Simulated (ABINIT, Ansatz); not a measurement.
**Converging GW for InGaN2 (P3m1) in ABINIT**

Wanted: a converged G0W0 gap of InGaN2 (P3m1), or an estimate of the limit.

Main program and level: ABINIT 10.8.3; LDA and many-body steps on it, plane waves.

## 1. The starting structure

The structure is trigonal, space group P3m1 (No. 156). The conventional cell has a = 3.399 Å, b = 3.399 Å, c = 5.552 Å, α = 90.00°, β = 90.00°, γ = 120.00°. Nearest to In lie 4 N at 2.13 to 2.20 Å. Ga has 4 N at 1.94 to 2.05 Å nearest. N has 1 Ga at 1.94 Å and 3 In at 2.13 Å nearest. Nearest to N lie 3 Ga at 2.05 Å and 1 In at 2.20 Å. Farther neighbours and most contacts between anions are not listed.

The cell and positions are those that the Materials Project relaxed with its own functionals (PBE, PBE+U or r2SCAN), kept fixed.

## 2. Empty states on the mesh, 3×3×2 mesh, 209 bands

This step: ABINIT 10.8.3; DFT, LDA, plane waves, norm-conserving pseudopotentials.

The sums over transitions need many empty states on a uniform mesh; this step solves for them.

Input file run.abi:

```
acell 3*1.0 Angstrom
rprim 
  3.399288205422 -0.000000000005 0.000000000000
  -1.699644102707 2.943869940683 0.000000000000
  0.000000000000 0.000000000000 5.551613000000
ntypat 3
znucl 49 31 7
natom 4
typat 1 2 3 3
xred 
  0.000000000000 0.000000000000 0.998402000000
  0.666666666667 0.333333333333 0.495356000000
  0.666666666667 0.333333333333 0.145617000000
  0.000000000000 0.000000000000 0.602224000000
pp_dirpath "pseudos"
pseudos "In.upf, Ga.upf, N.upf"
ecut 45
ngkpt 3 3 2
nshiftk 1
shiftk 0 0 0
kptopt 1
chksymbreak 0
iscf -2
irdden 1
istwfk *1
nband 209
nbdbuf 18
tolwfr 1e-09
nstep 60
prtvol 0
indata_prefix "in"
outdata_prefix "out"
tmpdata_prefix "tmp"
```

Launch:

```
OMP_NUM_THREADS=1 mpirun -n 4 abinit run.abi > log
```

Numbers of over 12 decimals in the logs are rounded to 6 here.

Log:

```text
.Version 10.8.3 of ABINIT. v10.8.2 released Aug 2026.

 Symmetries : space group P3 m 1 (#156); Bravais hP (primitive hexag.)
[... echo of the input left out ...]
== DATASET  1 ==================================================================
-   mpi_nproc: 4, omp_nthreads: 1 (-1 if OMP is not activated)

--- !DatasetInfo
iteration_state: {dtset: 1, }
dimensions: {natom: 4, nkpt: 6, mband: 209, nsppol: 1, nspinor: 1, nspden: 1, mpw: 5432, }
cutoff_energies: {ecut:  45.0, pawecutdg:  -1.0, }
[...]
4.38700    4.40764    4.41447    4.43123    4.43123    4.47982    4.47982    4.49102
   4.49102    4.52528    4.52530    4.53058    4.57134    4.57903    4.60193    4.61319
   4.62993
 prteigrs : prtvol=0 or 1, do not print more k-points.

== END DATASET(S) ==============================================================
================================================================================

 -outvars: echo values of variables after computation  --------
            nband         209
             nkpt           6
          spgroup         156
 [... the other variables as echoed above ...]

 Calculation completed.
```

It took 2.5 min on 4 MPI ranks of Arm Neoverse N1, shared host; peak memory 0.41 GiB.

This step gave:

```
gap                                                           : 0.2351 eV
k of the valence top                                          : 0, 0, 0
k of the conduction bottom                                    : 0, 0, 0
least direct gap                                              : 0.2351 eV
k points computed                                             : 6
lowest point of the top converged band, above the valence top : 107.9593 eV
```

On this mesh the gap is 0.235 eV.

The density comes from a self-consistent run that is not shown.

## 3. Screening, 3×3×2 mesh, 46 bands, screening to 76.2 eV

The RPA dielectric matrix is built and inverted for each q.

This step: RPA screening on LDA, plane waves, norm-conserving pseudopotentials.

run.abi: that of step 2 with these lines changed.

```diff
@@ -22,10 +22,11 @@
 chksymbreak 0
-iscf -2
-irdden 1
 istwfk *1
-nband 209
-nbdbuf 18
-tolwfr 1e-09
-nstep 60
-prtvol 0
+occopt 1
+irdwfk 1
+optdriver 3
+nband 46
+ecuteps 2.8
+inclvkb 2
+awtr 1
+symchi 1
 indata_prefix "in"
```

Log:

```text
.Version 10.8.3 of ABINIT. v10.8.2 released Aug 2026.

 Symmetries : space group P3 m 1 (#156); Bravais hP (primitive hexag.)
[... echo of the input left out ...]
== DATASET  1 ==================================================================
-   mpi_nproc: 4, omp_nthreads: 1 (-1 if OMP is not activated)

--- !DatasetInfo
iteration_state: {dtset: 1, }
dimensions: {natom: 4, nkpt: 6, mband: 46, nsppol: 1, nspinor: 1, nspden: 1, mpw: 5432, }
cutoff_energies: {ecut:  45.0, pawecutdg:  -1.0, }
electrons: {nelect:   5.20000000E+01, charge:   0.00000000E+00, occopt:   1.00000000E+00, tsmear:   1.00000000E-02, }

 SCREENING: Calculation of the susceptibility and dielectric matrices

 Based on a program developped by R.W. Godby, V. Olevano, G. Onida, and L. Reining.
 Incorporated in ABINIT by V. Olevano, G.-M. Rignanese, and M. Torrent.
.Using double precision arithmetic ; gwpc =  8

[... cell and pseudopotentials left out ...]
--------------------------------------------------------------------------------

 ==== K-mesh for the wavefunctions ====
 Number of points in the irreducible wedge :     6
[... list of points left out ...]
 Together with  6 symmetry operations and time-reversal symmetry
 yields    18 points in the full Brillouin Zone.

 ==== Q-mesh for the screening function ====
 Number of points in the irreducible wedge :     6
[... list of points left out ...]
 Together with  6 symmetry operations and time-reversal symmetry
 yields    18 points in the full Brillouin Zone.

 setmesh: FFT mesh size selected  =    24x   24x   40
          total number of points  =        23040

 vcoul_init : cutoff-mode = AUXILIARY_FUNCTION
 q-points for optical limit:   1
     1)      0.000010    0.000020    0.000030

- screening: taking advantage of time-reversal symmetry
- Maximum band index for partially occupied states nbvw = 26
- Remaining bands to be divided among processors   nbcw = 20
- Number of bands treated by each node ~5

 Number of electrons calculated from density =   52.0000; Expected =   52.0000
 average of density, n =  0.138701
 r_s =    1.1984
 omega_plasma =   35.9249 [eV]

 calculating chi0 at frequencies [eV] :
  1    0.000000E+00    0.000000E+00
  2    0.000000E+00    3.592494E+01

--------------------------------------------------------------------------------
  q-point number  1        q = ( 0.000000, 0.000000, 0.000000) [r.l.u.]
--------------------------------------------------------------------------------
[... chi0 elements left out ...]
 For q-point:  0.000010 0.000020 0.000030
  dielectric constant = 743.2731
  dielectric constant without local fields = 947.8219

  Average fulfillment of the sum rule on Im[epsilon] for q-point    1 :     17.63  [%]
[... wings left out ...]
  q-point number  2        q = ( 0.333333, 0.000000, 0.000000) [r.l.u.]
--------------------------------------------------------------------------------
[... chi0 elements left out ...]
  Average fulfillment of the sum rule on Im[epsilon] for q-point    2 :     22.28  [%]

 [... 4 further q-points ...]
```

It took 14 s on 4 MPI ranks; peak memory 0.69 GiB; 54 s of CPU time.

Numbers from this step:

* ε∞ with local fields, on this mesh, along the program's q direction: 743.3
* the same without local fields: 947.8
* plasma frequency: 35.92 eV
* plane waves in the screening matrix: 97

Local fields lower ε∞ by 22 %. The value itself is an artefact of the mesh, where one narrow direct gap carries too much weight.

## 4. 46 bands, 76.2 eV

The self-energy is evaluated for the states that the input lists, and the levels follow from it, in one-shot runs by the linearised quasiparticle equation.

This step: G0W0 on LDA, plane waves, norm-conserving pseudopotentials.

run.abi: that of step 3 with these lines changed.

```diff
@@ -25,8 +25,15 @@
 irdwfk 1
-optdriver 3
+optdriver 4
 nband 46
+gwcalctyp 0
+ecutsigx 45
+symsigma 1
+nkptgw 1
+kptgw 
+  0.0000000000 0.0000000000 0.0000000000
+bdgw 
+  25 28
 ecuteps 2.8
-inclvkb 2
-awtr 1
-symchi 1
+irdscr 1
+ppmodel 1
 indata_prefix "in"
```

Log:

```text
.Version 10.8.3 of ABINIT. v10.8.2 released Aug 2026.

 Symmetries : space group P3 m 1 (#156); Bravais hP (primitive hexag.)
[... echo of the input left out ...]
== DATASET  1 ==================================================================
-   mpi_nproc: 4, omp_nthreads: 1 (-1 if OMP is not activated)

--- !DatasetInfo
iteration_state: {dtset: 1, }
dimensions: {natom: 4, nkpt: 6, mband: 46, nsppol: 1, nspinor: 1, nspden: 1, mpw: 5432, }
cutoff_energies: {ecut:  45.0, pawecutdg:  -1.0, }
electrons: {nelect:   5.20000000E+01, charge:   0.00000000E+00, occopt:   1.00000000E+00, tsmear:   1.00000000E-02, }

 SIGMA: Calculation of the GW corrections

 Based on a program developped by R.W. Godby, V. Olevano, G. Onida, and L. Reining.
 Incorporated in ABINIT by V. Olevano, G.-M. Rignanese, and M. Torrent.
.Using double precision arithmetic ; gwpc =  8

[... cell and pseudopotentials left out ...]
--------------------------------------------------------------------------------

 ==== K-mesh for the wavefunctions ====
 Number of points in the irreducible wedge :     6
[... list of points left out ...]
 Together with  6 symmetry operations and time-reversal symmetry
 yields    18 points in the full Brillouin Zone.

 ==== Q-mesh for screening function ====
 Number of points in the irreducible wedge :     6
[... list of points left out ...]
 Together with  6 symmetry operations and time-reversal symmetry
 yields    18 points in the full Brillouin Zone.

 vcoul_init : cutoff-mode = AUXILIARY_FUNCTION
 q-points for optical limit:   1
     1)      0.000010    0.000020    0.000030
 setmesh: FFT mesh size selected  =    36x   36x   64
          total number of points  =        82944

 Number of electrons calculated from density =   52.0000; Expected =   52.0000
 average of density, n =  0.138701
 r_s =    1.1984
 omega_plasma =   35.9249 [eV]

 === KS Band Gaps ===
  >>>> For spin  1
   Minimum direct gap =   0.2349 [eV], located at k-point      :   0.0000  0.0000  0.0000
   Fundamental gap    =   0.2349 [eV], Top of valence bands at :   0.0000  0.0000  0.0000
                                       Bottom of conduction at :   0.0000  0.0000  0.0000
 SIGMA fundamental parameters:
 PLASMON POLE MODEL  1
 number of plane-waves for SigmaX                 5383
 number of plane-waves for SigmaC and W             97
 number of plane-waves for wavefunctions          5383
 number of bands                                    46
 number of independent spin polarizations            1
 number of spinorial components                      1
 number of k-points in IBZ                           6
 number of q-points in IBZ                           6
 number of symmetry operations                       6
 number of k-points in BZ                           18
 number of q-points in BZ                           18
 number of frequencies for dSigma/dE                 9
 frequency step for dSigma/dE [eV]                0.25
 number of omega for Sigma on real axis              0
 max omega for Sigma on real axis  [eV]           0.00
 zcut for avoiding poles [eV]                     0.10

 EPSILON^-1 parameters (SCR file):
 dimension of the eps^-1 matrix on file             97
 dimension of the eps^-1 matrix used                97
 number of plane-waves for wavefunctions          5383
 number of bands                                    46
 number of q-points in IBZ                           6
 number of frequencies                               2
 number of real frequencies                          1
 number of imag frequencies                          1

 matrix elements of self-energy operator (all in [eV])

 Perturbative Calculation

--- !SelfEnergy_ee
iteration_state: {dtset: 1, }
kpoint     : [   0.000,    0.000,    0.000, ]
spin       : 1
KS_gap     :    0.235
QP_gap     :    0.761
Delta_QP_KS:    0.526
data: !SigmaeeData |
     Band     E0 <VxcDFT>   SigX SigC(E0)      Z dSigC/dE  Sig(E)    E-E0       E
       25   6.073 -18.214 -21.589   4.242   0.773  -0.293 -17.543   0.671   6.744
       26   6.073 -18.214 -21.589   4.242   0.773  -0.293 -17.543   0.671   6.744
       27   6.308 -14.069  -9.826  -2.755   0.804  -0.243 -12.872   1.197   7.505
       28   9.139 -13.894  -8.530  -3.406   0.814  -0.229 -12.301   1.593  10.732

== END DATASET(S) ==============================================================
================================================================================

 -outvars: echo values of variables after computation  --------
           etotal      0.0000000000E+00
            nband          46
             nkpt           6
          spgroup         156
 [... the other variables as echoed above ...]

 Calculation completed.
```

Run time: 6.3 s. Hardware: 4 MPI ranks; peak memory 0.55 GiB; 25 s of CPU time.

Numbers from this step:

```yaml
g0w0_gap_on_the_points_computed: 0.7610 eV
starting_gap_on_the_mesh: 0.2351 eV
k_of_the_valence_top: 0, 0, 0
k_of_the_conduction_bottom: 0, 0, 0
z_at_the_valence_top: 0.773
z_at_the_conduction_bottom: 0.804
least_direct_g0w0_gap_on_the_computed_points: 0.7610 eV
```

The gap on the mesh goes from 0.24 eV to 0.76 eV, a correction of +0.53 eV.

## 5. Screening, 3×3×2 mesh, 93 bands, screening to 141.5 eV

This step: RPA screening on LDA, plane waves, norm-conserving pseudopotentials.

run.abi: that of step 4 with these lines changed.

```diff
@@ -25,15 +25,8 @@
 irdwfk 1
-optdriver 4
-nband 46
-gwcalctyp 0
-ecutsigx 45
-symsigma 1
-nkptgw 1
-kptgw 
-  0.0000000000 0.0000000000 0.0000000000
-bdgw 
-  25 28
-ecuteps 2.8
-irdscr 1
-ppmodel 1
+optdriver 3
+nband 93
+ecuteps 5.2
+inclvkb 2
+awtr 1
+symchi 1
 indata_prefix "in"
```

Log:

```text
.Version 10.8.3 of ABINIT. v10.8.2 released Aug 2026.

 Symmetries : space group P3 m 1 (#156); Bravais hP (primitive hexag.)
[... echo of the input left out ...]
== DATASET  1 ==================================================================
-   mpi_nproc: 4, omp_nthreads: 1 (-1 if OMP is not activated)

--- !DatasetInfo
iteration_state: {dtset: 1, }
dimensions: {natom: 4, nkpt: 6, mband: 93, nsppol: 1, nspinor: 1, nspden: 1, mpw: 5432, }
cutoff_energies: {ecut:  45.0, pawecutdg:  -1.0, }
electrons: {nelect:   5.20000000E+01, charge:   0.00000000E+00, occopt:   1.00000000E+00, tsmear:   1.00000000E-02, }

 SCREENING: Calculation of the susceptibility and dielectric matrices

 Based on a program developped by R.W. Godby, V. Olevano, G. Onida, and L. Reining.
 Incorporated in ABINIT by V. Olevano, G.-M. Rignanese, and M. Torrent.
.Using double precision arithmetic ; gwpc =  8

[... cell and pseudopotentials left out ...]
--------------------------------------------------------------------------------

 ==== K-mesh for the wavefunctions ====
 Number of points in the irreducible wedge :     6
[... list of points left out ...]
 Together with  6 symmetry operations and time-reversal symmetry
 yields    18 points in the full Brillouin Zone.

 ==== Q-mesh for the screening function ====
 Number of points in the irreducible wedge :     6
[... list of points left out ...]
 Together with  6 symmetry operations and time-reversal symmetry
 yields    18 points in the full Brillouin Zone.

 setmesh: FFT mesh size selected  =    24x   24x   45
          total number of points  =        25920

 vcoul_init : cutoff-mode = AUXILIARY_FUNCTION
 q-points for optical limit:   1
     1)      0.000010    0.000020    0.000030

- screening: taking advantage of time-reversal symmetry
- Maximum band index for partially occupied states nbvw = 26
- Remaining bands to be divided among processors   nbcw = 67
- Number of bands treated by each node ~16

 Number of electrons calculated from density =   52.0000; Expected =   52.0000
 average of density, n =  0.138701
 r_s =    1.1984
 omega_plasma =   35.9249 [eV]

 calculating chi0 at frequencies [eV] :
  1    0.000000E+00    0.000000E+00
  2    0.000000E+00    3.592494E+01

--------------------------------------------------------------------------------
  q-point number  1        q = ( 0.000000, 0.000000, 0.000000) [r.l.u.]
--------------------------------------------------------------------------------
[... chi0 elements left out ...]
 For q-point:  0.000010 0.000020 0.000030
  dielectric constant = 730.1275
  dielectric constant without local fields = 947.9490

  Average fulfillment of the sum rule on Im[epsilon] for q-point    1 :     39.22  [%]
[... wings left out ...]
  q-point number  2        q = ( 0.333333, 0.000000, 0.000000) [r.l.u.]
--------------------------------------------------------------------------------
[... chi0 elements left out ...]
  Average fulfillment of the sum rule on Im[epsilon] for q-point    2 :     44.12  [%]

 [... 4 further q-points ...]
```

It took 40 s on 4 MPI ranks; peak memory 0.85 GiB; 2.7 min of CPU time.

Numbers from this step:

```yaml
eps_infinity_with_local_fields_on_this_mesh_along_the_program_s_q_direction: 730.1
the_same_without_local_fields: 947.9
plasma_frequency: 35.92 eV
plane_waves_in_the_screening_matrix: 233
```

(Part 1 of 2 ends here.)

[Paths, hosts, dates, memory and timing lines, banners, echoed tables and standing remarks are left out of the program output.]

[Logs are printed without paths, hosts, clocks, repeated set-up lines and the standing remarks that a program may print on its own settings, such as how far it seeks lower states.]

[Runs of the session that timed out or met a known fault of the program may be left out.]

[No measured gap is set beside runs whose start may be inverted or whose files or cutoffs have a known fault.]

[Hosts, paths, dates, database ids (printed as entryN), source tags and the programs' standing remarks are cut or masked in the printed files.]

[G0W0 gaps are taken among the corrected bands and points alone; a level outside them can change the order at an edge.]

[Where Ansatz stands beside ABINIT at settings called matched, ABINIT's density can come from a denser mesh and the files from another edition; pairs whose starting gaps differed by over 0.03 eV were left out, so agreement reads better than it is.]
